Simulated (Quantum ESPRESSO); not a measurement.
**KCl (Sylvite): a worked LO-TO splitting**

Wanted: the LO mode of KCl (Sylvite) from the TO mode and the field response.

Program: Quantum ESPRESSO 7.5. Level of theory: DFT LDA, scalar-relativistic, plane waves, PseudoDojo norm-conserving pseudopotentials. Results are calculated unless marked as measured.

**1. The relaxed structure**

Symmetry: Fm-3m, No. 225, cubic system. The conventional cell has a = 6.075 Å, b = 6.075 Å, c = 6.075 Å, α = 90.00°, β = 90.00°, γ = 90.00°. Nearest to K lie 6 Cl at 3.04 Å. Nearest to Cl lie 6 K at 3.04 Å. Farther neighbours and most contacts between anions are not listed.

As a file:

```
K Cl
1.0
    -3.03753    0.00000    3.03753
     0.00000    3.03753    3.03753
    -3.03753    3.03753    0.00000
K Cl
1 1
Direct
  0.00000 0.00000 0.00000
  0.50000 0.50000 0.50000
```

This is the cell after its relaxation at this level of theory, not the database cell from which that began.

**2. What the response run gave**

A linear-response run on the relaxed cell, with the response to an electric field; only its zone-centre results are used. Cutoff 79 Ry, k mesh 8×8×8.

Log:

```text
[banners, grids, parts of the stress and lines that vanish by symmetry left out]
Program PHONON v.7.5
     Reading xml data from directory:

[...]
Exchange-correlation= PW
                           (   1   4   0   0   0   0   0)
[...]
(   8 q-points):
[...]
kinetic-energy cut-off    =      79.0000  Ry
     charge density cut-off    =     316.0000  Ry
     convergence threshold     =      1.0E-18
[...]
Exchange-correlation= PW
                           (   1   4   0   0   0   0   0)
[...]
q = (   0.0000000   0.0000000   0.0000000 )
     49 Sym.Ops. (with q -> -q+G )
     G cutoff = 1054.9373  (  35749 G-vectors)     FFT grid: ( 45, 45, 45)
     number of k points=    29
[...]
Mode symmetry, O_h (m-3m)  point group:
[...]
Dielectric constant
[...]
End of electric fields calculation
          Dielectric constant in cartesian axis
          (       2.511617162       0.000000000       0.000000000 )
          (       0.000000000       2.511617162       0.000000000 )
          (       0.000000000       0.000000000       2.511617162 )
          Effective charges (d Force / dE) in cartesian axis without acoustic sum rule applied (asr)
           atom    1  K     Mean Z*:        1.10949
      Ex  (        1.10949        0.00000       -0.00000 )
      Ey  (       -0.00000        1.10949       -0.00000 )
      Ez  (        0.00000        0.00000        1.10949 )
           atom    2  Cl    Mean Z*:       -1.11005
      Ex  (       -1.11005       -0.00000       -0.00000 )
      Ey  (       -0.00000       -1.11005        0.00000 )
      Ez  (        0.00000        0.00000       -1.11005 )
          Effective charges Sum: Mean:       -0.00057
[...]
Effective charges (d Force / dE) in cartesian axis with asr applied:
           atom    1  K     Mean Z*:        1.10977
[...]
atom    2  Cl    Mean Z*:       -1.10977
[...]
Representation #   1 modes #   1   2   3
[...]
End of self-consistent calculation
     Convergence has been achieved
     Representation #   2 modes #   4   5   6
[...]
End of self-consistent calculation
     Convergence has been achieved
[...]
Dielectric constant in cartesian axis
          (       2.511617162       0.000000000       0.000000000 )
          (       0.000000000       2.511617162       0.000000000 )
          (       0.000000000       0.000000000       2.511617162 )
          Effective charges (d Force / dE) in cartesian axis without acoustic sum rule applied (asr)
           atom    1  K     Mean Z*:        1.10949
[...]
Mode symmetry, C_s (m)     point group:
[...]
q = (    0.750000000  -0.250000000   0.750000000 )
[...]
Mode symmetry, C_s (m)     point group:
     freq (   1-   1) =         79.9  [cm-1]   --> A''
     freq (   2-   2) =         99.5  [cm-1]   --> A'
     freq (   3-   3) =        114.5  [cm-1]   --> A'
     freq (   4-   4) =        153.7  [cm-1]   --> A''
     freq (   5-   5) =        160.0  [cm-1]   --> A'
     freq (   6-   6) =        168.3  [cm-1]   --> A'
[...]
Mode symmetry, C_2v (mm2)  point group:
[...]
q = (    0.500000000   0.000000000   0.500000000 )
[...]
Mode symmetry, C_2v (mm2)  point group:
     freq (   1-   1) =         68.0  [cm-1]   --> B_2  D_4  S_4
     freq (   2-   2) =        115.8  [cm-1]   --> B_1  D_3  S_3
     freq (   3-   3) =        125.6  [cm-1]   --> B_1  D_3  S_3
     freq (   4-   4) =        136.6  [cm-1]   --> A_1  D_1  S_1
     freq (   5-   5) =        166.4  [cm-1]   --> B_2  D_4  S_4
     freq (   6-   6) =        167.8  [cm-1]   --> A_1  D_1  S_1
[...]
Mode symmetry, D_4h(4/mmm) point group:
[...]
Convergence has been achieved
[...]
Convergence has been achieved
[...]
Convergence has been achieved
[...]
Convergence has been achieved
[...]
q = (    0.000000000  -1.000000000   0.000000000 )
[...]
freq (    5) =       4.973938 [THz] =     165.912722 [cm-1]
     freq (    6) =       5.132110 [THz] =     171.188746 [cm-1]
[...]
Mode symmetry, D_4h(4/mmm) point group:
     freq (   1-   2) =         56.6  [cm-1]   --> E_u  X_5' M_5'
     freq (   3-   3) =        105.1  [cm-1]   --> A_2u X_4' M_4'
     freq (   4-   5) =        165.9  [cm-1]   --> E_u  X_5' M_5'
     freq (   6-   6) =        171.2  [cm-1]   --> A_2u X_4' M_4'
[...]
Mode symmetry, D_2d (-42m) point group:
[...]
Representation #   1 mode #   1
[...]
Convergence has been achieved
     Representation #   2 mode #   2
[...]
Convergence has been achieved
     Representation #   3 modes #   3   4
[...]
End of self-consistent calculation
     Convergence has been achieved
     Representation #   4 modes #   5   6
[...]
End of self-consistent calculation
     Convergence has been achieved
[...]
q = (   -0.500000000  -1.000000000   0.000000000 )
[...]
freq (    1) =       2.563185 [THz] =      85.498633 [cm-1]
     freq (    2) =       2.563185 [THz] =      85.498633 [cm-1]
     freq (    3) =       3.872972 [THz] =     129.188425 [cm-1]
     freq (    4) =       4.032055 [THz] =     134.494879 [cm-1]
     freq (    5) =       5.056790 [THz] =     168.676356 [cm-1]
     freq (    6) =       5.056790 [THz] =     168.676356 [cm-1]
[...]
Mode symmetry, D_2d (-42m) point group:
     freq (   1-   2) =         85.5  [cm-1]   --> E    X_5  W_3
     freq (   3-   3) =        129.2  [cm-1]   --> B_2  X_3  W_2
     freq (   4-   4) =        134.5  [cm-1]   --> A_1  X_1  W_1
     freq (   5-   6) =        168.7  [cm-1]   --> E    X_5  W_3

   JOB DONE.
```

```csv
quantity,value
cell volume Ω (Å³),56.052
mass of K (u),39.098
mass of Cl (u),35.450
"Born charge of K, raw (e)",1.109
"Born charge of Cl, raw (e)",-1.110
ε∞,2.512
ω(TO) after the sum rule (cm⁻¹),161.5
```

**3. The calculation**

The charges must sum to zero over the cell; taking off their mean, 0.000 e, leaves Z* = 1.110 e on K. In the polar mode K moves against Cl, so the reduced mass is μ = 39.10 × 35.45 / 74.55 = 18.592 u.

A longitudinal wave builds up a field that adds to the restoring force: ω(LO)² = ω(TO)² + 4π Z*² / (μ Ω ε∞), in Hartree atomic units. With μ = 33892 electron masses and Ω = 378.26 bohr³ the second term is 4.8064e-07 Ha², or 23152 cm⁻² (1 Ha = 219474.6 cm⁻¹).

So ω(LO) = √(26092 + 23152) = 221.9 cm⁻¹, and by the Lyddane-Sachs-Teller relation ε₀ = ε∞ (ω(LO)/ω(TO))² = 4.74.

**4. Check against the program**

The analysis program adds the same non-analytic term to the full matrix, here for q along (1 0 0).

Log:

```text
[banner, memory and clock lines left out]
Program DYNMAT v.7.5

     Reading Dynamical Matrix from file x.dyn1
     ...Force constants read
     ...epsilon and Z* read

     Polarizability (A^3 units)
     multiply by 0.664950 for Clausius-Mossotti correction
         6.742552    0.000000    0.000000
         0.000000    6.742552    0.000000
         0.000000    0.000000    6.742552

     IR activities are in (D/A)^2/amu units

# mode   [cm-1]    [THz]      IR
    1     -0.00   -0.0000    0.0000
    2     -0.00   -0.0000    0.0000
    3     -0.00   -0.0000    0.0000
    4    161.53    4.8426    1.5283
    5    161.53    4.8426    1.5283
    6    221.91    6.6528    1.5283
```

ε₀ comes from the program's run without a direction of q.

```csv
quantity,by hand,program
ω(LO) (cm⁻¹),221.9,221.9
ε₀,4.74,4.74
```

**5. Outcome**

| Quantity | Value |
| --- | --- |
| TO mode | 161.5 cm⁻¹ |
| LO mode | 221.9 cm⁻¹ |
| static dielectric constant | 4.740 |

The LO mode of KCl (Sylvite) lies at 222 cm⁻¹, 60 cm⁻¹ above the TO mode; the formula meets the program within 0.1 cm⁻¹, as it must for a cubic crystal with one polar mode. ω(LO)² − ω(TO)² goes with Z*²/ε∞: an error of 5 % in ε∞ would move the LO mode by 2.5 cm⁻¹, and semilocal functionals tend to overestimate ε∞. These are harmonic values at zero temperature, at the volume of this functional, for the structure held cubic; stability elsewhere in the zone is no part of this calculation.

[Host names and launcher messages were left out of these logs when they were recorded.]

[Logs are printed without paths, hosts, clocks, repeated set-up lines and the standing remarks that a program may print on its own settings, such as how far it seeks lower states.]

[Hosts, paths, dates, database ids (printed as entryN), source tags and the programs' standing remarks are cut or masked in the printed files.]
